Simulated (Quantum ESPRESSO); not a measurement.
**MnSi: which magnetic order is lowest**

A self-consistent run ends on one state, which hangs on the start. Several orders of MnSi are started in Quantum ESPRESSO and their energies compared.

Main program and level: Quantum ESPRESSO 7.5; PBE; plane waves with GBRV 1.5 PBE potentials, no spin-orbit coupling.

Report form: the programs' logs are mostly left out.

The database entry behind the starting cell differs from later determinations by our own check (0.1 to 0.3 % short, probably kX units), so it need not match the best structure at ambient conditions.

## Step 1: The structure

Symmetry: P2_13, No. 198, cubic system. Conventional cell: a = 4.548 Å, b = 4.548 Å, c = 4.548 Å, α = 90.00°, β = 90.00°, γ = 90.00°. Nearest to Mn lie 7 Si at 2.30 to 2.53 Å. Si has 7 Mn at 2.30 to 2.53 Å nearest. Farther neighbours are not listed.

Structure file:

```cif
data_structure
_symmetry_space_group_name_H-M 'P2_13'
_symmetry_Int_Tables_number 198
_cell_length_a 4.5480
_cell_length_b 4.5480
_cell_length_c 4.5480
_cell_angle_alpha 90.000
_cell_angle_beta 90.000
_cell_angle_gamma 90.000
_cell_volume 94.07
loop_
_atom_site_label
_atom_site_type_symbol
_atom_site_symmetry_multiplicity
_atom_site_Wyckoff_symbol
_atom_site_fract_x
_atom_site_fract_y
_atom_site_fract_z
_atom_site_occupancy
Mn1 Mn 4 a 0.13800 0.13800 0.13800 1
Si1 Si 4 a 0.84600 0.84600 0.84600 1
```

The cell comes from the Crystallography Open Database.

## Step 2: Run 1 (ferro ++++)

The signs are those of the starting moments on the seeded atoms, the atoms that are given a moment.

Contents of pw.in:

```
&CONTROL
  calculation = 'scf'
  prefix = 'pwscf'
  outdir = './tmp'
  pseudo_dir = './pseudo'
  disk_io = 'nowf'
/
&SYSTEM
  ibrav = 0
  celldm(1) = 8
  nat = 8
  ntyp = 2
  ecutwfc = 40
  ecutrho = 280
  nbnd = 57
  occupations = 'smearing'
  smearing = 'fd'
  degauss = 0.0110248
  nspin = 2
  starting_magnetization(1) = 0.2333
  starting_magnetization(2) = 0
/
&ELECTRONS
  conv_thr = 1.6d-08
  electron_maxstep = 150
  mixing_beta = 0.3
/
ATOMIC_SPECIES
Mn     54.9380 mn_pbe_v1.5.uspp.F.UPF
Si     28.0850 si_pbe_v1.uspp.F.UPF
CELL_PARAMETERS alat
   1.0743093018498    0.0000000000000    0.0000000000000
   0.0000000000000    1.0743093018498    0.0000000000000
   0.0000000000000    0.0000000000000    1.0743093018498
ATOMIC_POSITIONS crystal
Mn      0.1380000000    0.1380000000    0.1380000000
Mn      0.3620000000    0.8620000000    0.6380000000
Mn      0.6380000000    0.3620000000    0.8620000000
Mn      0.8620000000    0.6380000000    0.3620000000
Si      0.8460000000    0.8460000000    0.8460000000
Si      0.6540000000    0.1540000000    0.3460000000
Si      0.3460000000    0.6540000000    0.1540000000
Si      0.1540000000    0.3460000000    0.6540000000
K_POINTS automatic
8 8 8 0 0 0
```

Started as:

```
$ OMP_NUM_THREADS=1 mpirun -n 8 pw.x -nk 8 -in pw.in > pw.out
```

Elapsed: 59 s, on 8 MPI ranks of Arm Neoverse V2, shared host; peak memory 1 GiB; 7.9 min of CPU time.

Spin moment in the atom's sphere by atom:

```tsv
atom	spin moment in the atom's sphere (μB)
Mn1	0.990
Mn2	0.990
Mn3	0.990
Mn4	0.990
Si5	-0.045
Si6	-0.045
Si7	-0.045
Si8	-0.045
```

This step gave:

| Quantity | Value |
| --- | --- |
| smearing term TS | 0.4705 eV |
| magnetization | 3.858 μB |
| absolute magnetization | 4.547 μB |
| final state | ferromagnetic |

Spin density in the ac plane at fractional y = 0.138, with atoms of Mn and Si within 0.2 Å of it.

Values in e/Å³, 14 rows by 14 columns, each cell a mean:
```
0.0 0.1 0.1 0.0 0.0 0.0 0.0 0.0 0.0 0.0 0.0 0.0 0.0 0.0
0.0 0.0 0.0 0.0 0.0 0.0 0.0 0.0 0.0 0.0 0.0 0.0 0.0 0.0
0.0 0.0 0.0 0.0 0.0 0.0 0.0 0.0 0.0 0.0 0.0 0.0 0.0 0.0
0.0 0.0 0.0 0.0 0.0 0.0 0.0 0.0 0.0 0.0 0.0 0.0 0.0 0.0
0.0 0.0 0.0 0.0 0.0 0.0 0.0 0.0 0.0 0.0 0.0 0.0 0.0 0.0
0.0 0.0 0.0 0.0 0.0 0.0 0.0 0.0 0.0 0.0 0.0 0.0 0.0 0.0
0.0 0.0 0.0 0.0 0.0 0.0 0.0 0.0 0.0 0.0 0.0 0.0 0.0 0.0
0.0 0.0 0.0 0.0 0.0 0.0 0.0 0.0 0.0 0.0 0.0 0.0 0.0 0.0
0.0 0.0 0.0 0.0 0.0 0.0 0.0 0.0 0.0 0.0 0.0 0.0 0.0 0.0
0.1 0.2 0.2 0.1 0.0 0.0 0.0 0.0 0.0 0.0 0.0 0.0 0.0 0.0
0.2 0.7 0.8 0.2 0.1 0.0 0.0 0.0 0.0 0.0 0.0 0.0 0.0 0.1
0.5 1.3 1.5 0.8 0.2 0.0 0.0 0.0 0.0 0.0 0.0 0.0 0.0 0.1
0.3 0.8 1.4 0.8 0.2 0.0 0.0 0.0 0.0 0.0 0.0 0.0 0.0 0.1
0.1 0.3 0.5 0.2 0.1 0.0 0.0 0.0 0.0 0.0 0.0 0.0 0.0 0.0
```
Columns run along a (4.5 Å), rows up along c (4.5 Å). Atoms in or near the plane, at fractional coordinates: Mn at (0.14, 0.14), Si at (0.65, 0.35).

Valence density in the ac plane at fractional y = 0.138, with atoms of Mn and Si within 0.2 Å of it. It is the smooth field of the valence electrons, not physical close to the nuclei.

Ten steps, logarithmic in the rise over the least value, from '0' (0 e/Å³) to '9' (16 e/Å³), each cell a mean:
```
22321000111111
11111001121111
11111111121111
11121111111100
11122111111000
01121111111000
01111112211100
01111112000110
11211111140111
34532111030121
58973111101222
79995211111113
79984111111112
47752100111112
```
Columns run along a (4.5 Å), rows up along c (4.5 Å). Atoms in or near the plane, at fractional coordinates: Mn at (0.14, 0.14), Si at (0.65, 0.35).

## Step 3: Run 2, typed as antiferro q=(1/2,1/2,1/2) +−+−+−+−

This order needs a doubled cell of 16 atoms. The wavevector q is in fractions of the reciprocal vectors of the crystal's primitive cell, as the cells of these inputs are built from it; moments change sign between cells as cos(2π q·R).

Contents of pw.in:

```
&CONTROL
  calculation = 'scf'
  prefix = 'pwscf'
  outdir = './tmp'
  pseudo_dir = './pseudo'
  disk_io = 'nowf'
/
&SYSTEM
  ibrav = 0
  celldm(1) = 8
  nat = 16
  ntyp = 3
  ecutwfc = 40
  ecutrho = 280
  nbnd = 96
  occupations = 'smearing'
  smearing = 'fd'
  degauss = 0.0110248
  nspin = 2
  starting_magnetization(1) = 0.2333
  starting_magnetization(2) = -0.2333
  starting_magnetization(3) = 0
/
&ELECTRONS
  conv_thr = 3.2d-08
  electron_maxstep = 150
  mixing_beta = 0.3
/
ATOMIC_SPECIES
Mn1    54.9380 mn_pbe_v1.5.uspp.F.UPF
Mn2    54.9380 mn_pbe_v1.5.uspp.F.UPF
Si     28.0850 si_pbe_v1.uspp.F.UPF
CELL_PARAMETERS alat
   2.1486186036995    0.0000000000000    0.0000000000000
   1.0743093018498    1.0743093018498    0.0000000000000
   1.0743093018498    0.0000000000000    1.0743093018498
ATOMIC_POSITIONS crystal
Mn1     0.9310000000    0.1380000000    0.1380000000
Mn2     0.4310000000    0.1380000000    0.1380000000
Mn1     0.4310000000    0.8620000000    0.6380000000
Mn2     0.9310000000    0.8620000000    0.6380000000
Mn1     0.7070000000    0.3620000000    0.8620000000
Mn2     0.2070000000    0.3620000000    0.8620000000
Mn1     0.9310000000    0.6380000000    0.3620000000
Mn2     0.4310000000    0.6380000000    0.3620000000
Si      0.5770000000    0.8460000000    0.8460000000
Si      0.0770000000    0.8460000000    0.8460000000
Si      0.0770000000    0.1540000000    0.3460000000
Si      0.5770000000    0.1540000000    0.3460000000
Si      0.7690000000    0.6540000000    0.1540000000
Si      0.2690000000    0.6540000000    0.1540000000
Si      0.5770000000    0.3460000000    0.6540000000
Si      0.0770000000    0.3460000000    0.6540000000
K_POINTS automatic
4 8 8 0 0 0
```

Elapsed: 16 min, on 8 MPI ranks; peak memory 2.8 GiB.

Residual by cycle:

cycle, log10 residual and a bar from the least value:
```
        1        2.3 ##############################
        5        0.4 #######################
        8       -0.3 ####################
       12       -1.2 #################
       15       -2.8 ###########
       19       -4.1 #######
       22       -4.9 ####
       26       -5.5 #
       29       -5.6 #
       33       -5.6 #
       36       -5.8 
       40       -5.9
```

The run was cut off at its time limit.

After 40 cycles the residual stands at 1.4e-6.

## Step 4: Run 3, typed as antiferro q=(0,0,1/2) +−+−+−−+

This order needs a doubled cell of 16 atoms.

Contents of pw.in:

```
&CONTROL
  calculation = 'scf'
  prefix = 'pwscf'
  outdir = './tmp'
  pseudo_dir = './pseudo'
  disk_io = 'nowf'
/
&SYSTEM
  ibrav = 0
  celldm(1) = 8
  nat = 16
  ntyp = 3
  ecutwfc = 40
  ecutrho = 280
  nbnd = 96
  occupations = 'smearing'
  smearing = 'fd'
  degauss = 0.0110248
  nspin = 2
  starting_magnetization(1) = 0.2333
  starting_magnetization(2) = -0.2333
  starting_magnetization(3) = 0
/
&ELECTRONS
  conv_thr = 3.2d-08
  electron_maxstep = 150
  mixing_beta = 0.3
/
ATOMIC_SPECIES
Mn1    54.9380 mn_pbe_v1.5.uspp.F.UPF
Mn2    54.9380 mn_pbe_v1.5.uspp.F.UPF
Si     28.0850 si_pbe_v1.uspp.F.UPF
CELL_PARAMETERS alat
   1.0743093018498    0.0000000000000    0.0000000000000
   0.0000000000000    1.0743093018498    0.0000000000000
   0.0000000000000    0.0000000000000    2.1486186036995
ATOMIC_POSITIONS crystal
Mn1     0.1380000000    0.1380000000    0.0690000000
Mn2     0.1380000000    0.1380000000    0.5690000000
Mn1     0.3620000000    0.8620000000    0.3190000000
Mn2     0.3620000000    0.8620000000    0.8190000000
Mn1     0.6380000000    0.3620000000    0.4310000000
Mn2     0.6380000000    0.3620000000    0.9310000000
Mn2     0.8620000000    0.6380000000    0.1810000000
Mn1     0.8620000000    0.6380000000    0.6810000000
Si      0.8460000000    0.8460000000    0.4230000000
Si      0.8460000000    0.8460000000    0.9230000000
Si      0.6540000000    0.1540000000    0.1730000000
Si      0.6540000000    0.1540000000    0.6730000000
Si      0.3460000000    0.6540000000    0.0770000000
Si      0.3460000000    0.6540000000    0.5770000000
Si      0.1540000000    0.3460000000    0.3270000000
Si      0.1540000000    0.3460000000    0.8270000000
K_POINTS automatic
8 8 4 0 0 0
```

The job ended after 15 min (8 MPI ranks; peak memory 2.8 GiB).

Residual by cycle:

cycle, log10 residual and a bar from the least value:
```
        1        2.3 ##############################
        4        1.5 #########################
        6        0.6 ###################
        9        0.0 ###############
       12       -1.7 ####
       15       -2.1 ##
       17       -2.2 #
       20       -2.3 
       23       -2.2 #
       26       -2.2 #
       28       -2.2 #
       31       -2.1 ##
```

The run was cut off at its time limit.

After 31 cycles the residual stands at 0.0080.

## Step 5: Run 4, typed as antiferro q=(0,0,1/2) +−+−−++−

The cell is doubled to 16 atoms to hold this order.

Changes to pw.in since step 4:

```diff
@@ -41,6 +41,6 @@
 Mn2     0.3620000000    0.8620000000    0.8190000000
-Mn1     0.6380000000    0.3620000000    0.4310000000
-Mn2     0.6380000000    0.3620000000    0.9310000000
-Mn2     0.8620000000    0.6380000000    0.1810000000
-Mn1     0.8620000000    0.6380000000    0.6810000000
+Mn2     0.6380000000    0.3620000000    0.4310000000
+Mn1     0.6380000000    0.3620000000    0.9310000000
+Mn1     0.8620000000    0.6380000000    0.1810000000
+Mn2     0.8620000000    0.6380000000    0.6810000000
 Si      0.8460000000    0.8460000000    0.4230000000
```

Wall time 13 min (8 MPI ranks); peak memory 2.8 GiB.

Residual by cycle:

cycle, log10 residual and a bar from the least value:
```
        1        2.3 ##############################
        3        1.1 #########################
        5        0.4 ######################
        8        0.2 #####################
       10       -0.8 ################
       12       -1.5 #############
       14       -2.2 ##########
       16       -3.1 ######
       18       -3.2 #####
       21       -3.8 ###
       23       -4.1 #
       25       -4.4
```

The run was cut off at its time limit.

After 25 cycles the residual stands at 3.7e-5.

## Step 6: Run 5, typed as antiferro q=(0,1/2,1/2) +−+−−++−

This order needs a doubled cell of 16 atoms.

Contents of pw.in:

```
&CONTROL
  calculation = 'scf'
  prefix = 'pwscf'
  outdir = './tmp'
  pseudo_dir = './pseudo'
  disk_io = 'nowf'
/
&SYSTEM
  ibrav = 0
  celldm(1) = 8
  nat = 16
  ntyp = 3
  ecutwfc = 40
  ecutrho = 280
  nbnd = 96
  occupations = 'smearing'
  smearing = 'fd'
  degauss = 0.0110248
  nspin = 2
  starting_magnetization(1) = 0.2333
  starting_magnetization(2) = -0.2333
  starting_magnetization(3) = 0
/
&ELECTRONS
  conv_thr = 3.2d-08
  electron_maxstep = 150
  mixing_beta = 0.3
/
ATOMIC_SPECIES
Mn1    54.9380 mn_pbe_v1.5.uspp.F.UPF
Mn2    54.9380 mn_pbe_v1.5.uspp.F.UPF
Si     28.0850 si_pbe_v1.uspp.F.UPF
CELL_PARAMETERS alat
   1.0743093018498    0.0000000000000    0.0000000000000
   0.0000000000000    2.1486186036995    0.0000000000000
   0.0000000000000    1.0743093018498    1.0743093018498
ATOMIC_POSITIONS crystal
Mn1     0.1380000000    0.0000000000    0.1380000000
Mn2     0.1380000000    0.5000000000    0.1380000000
Mn1     0.3620000000    0.1120000000    0.6380000000
Mn2     0.3620000000    0.6120000000    0.6380000000
Mn2     0.6380000000    0.7500000000    0.8620000000
Mn1     0.6380000000    0.2500000000    0.8620000000
Mn1     0.8620000000    0.1380000000    0.3620000000
Mn2     0.8620000000    0.6380000000    0.3620000000
Si      0.8460000000    0.0000000000    0.8460000000
Si      0.8460000000    0.5000000000    0.8460000000
Si      0.6540000000    0.9040000000    0.3460000000
Si      0.6540000000    0.4040000000    0.3460000000
Si      0.3460000000    0.2500000000    0.1540000000
Si      0.3460000000    0.7500000000    0.1540000000
Si      0.1540000000    0.8460000000    0.6540000000
Si      0.1540000000    0.3460000000    0.6540000000
K_POINTS automatic
8 4 8 0 0 0
```

Elapsed: 10 min, on 8 MPI ranks; peak memory 3 GiB.

Residual by cycle:

cycle, log10 residual and a bar from the least value:
```
        1        2.3 ##############################
        3        0.7 ######################
        4        1.2 #########################
        6        0.2 ###################
        7       -0.1 ##################
        9       -0.3 #################
       10       -0.9 ##############
       12       -1.7 #########
       13       -2.2 #######
       15       -3.1 ##
       16       -3.0 ###
       18       -3.5
```

The run was cut off at its time limit.

After 18 cycles the residual stands at 3.2e-4.

## Step 7: Run 6, typed as antiferro ++−−

Contents of pw.in:

```
&CONTROL
  calculation = 'scf'
  prefix = 'pwscf'
  outdir = './tmp'
  pseudo_dir = './pseudo'
  disk_io = 'nowf'
/
&SYSTEM
  ibrav = 0
  celldm(1) = 8
  nat = 8
  ntyp = 3
  ecutwfc = 40
  ecutrho = 280
  nbnd = 50
  occupations = 'smearing'
  smearing = 'fd'
  degauss = 0.0110248
  nspin = 2
  starting_magnetization(1) = 0.2333
  starting_magnetization(2) = -0.2333
  starting_magnetization(3) = 0
/
&ELECTRONS
  conv_thr = 1.6d-08
  electron_maxstep = 150
  mixing_beta = 0.3
/
ATOMIC_SPECIES
Mn1    54.9380 mn_pbe_v1.5.uspp.F.UPF
Mn2    54.9380 mn_pbe_v1.5.uspp.F.UPF
Si     28.0850 si_pbe_v1.uspp.F.UPF
CELL_PARAMETERS alat
   1.0743093018498    0.0000000000000    0.0000000000000
   0.0000000000000    1.0743093018498    0.0000000000000
   0.0000000000000    0.0000000000000    1.0743093018498
ATOMIC_POSITIONS crystal
Mn1     0.1380000000    0.1380000000    0.1380000000
Mn1     0.3620000000    0.8620000000    0.6380000000
Mn2     0.6380000000    0.3620000000    0.8620000000
Mn2     0.8620000000    0.6380000000    0.3620000000
Si      0.8460000000    0.8460000000    0.8460000000
Si      0.6540000000    0.1540000000    0.3460000000
Si      0.3460000000    0.6540000000    0.1540000000
Si      0.1540000000    0.3460000000    0.6540000000
K_POINTS automatic
8 8 8 0 0 0
```

Wall time 82 s (8 MPI ranks); peak memory 1.5 GiB.

Residual by cycle:

cycle, log10 residual and a bar from the least value:
```
        1        2.0 ##############################
        2        1.6 ##########################
        3        0.3 ############
        4        0.2 ###########
        5        0.0 #########
        6       -0.4 ######
        7       -0.9
```

The run was cut off at its time limit.

After 7 cycles the residual stands at 0.12.

## Step 8: What came out

| Property | Result |
| --- | --- |
| state of the parallel start | ferromagnetic (from ferro ++++) |
| largest site moment | 0.990 μB |

What this shows: No opposed start converged, so the orders are not ranked. Energies are free energies at an electronic temperature of 1740 K, which lowers moments and differences where the moments are itinerant.

[Logs and program files are shortened in this print: banners, set-up blocks, solver, clock and traceback lines can be left out without a mark of their own.]

[Logs are printed without paths, hosts, clocks, repeated set-up lines and the standing remarks that a program may print on its own settings, such as how far it seeks lower states.]

[Hosts, paths, dates, database ids (printed as entryN), source tags and the programs' standing remarks are cut or masked in the printed files.]

[Where a cell is said to come from a database of computed structures, the database is the Materials Project.]
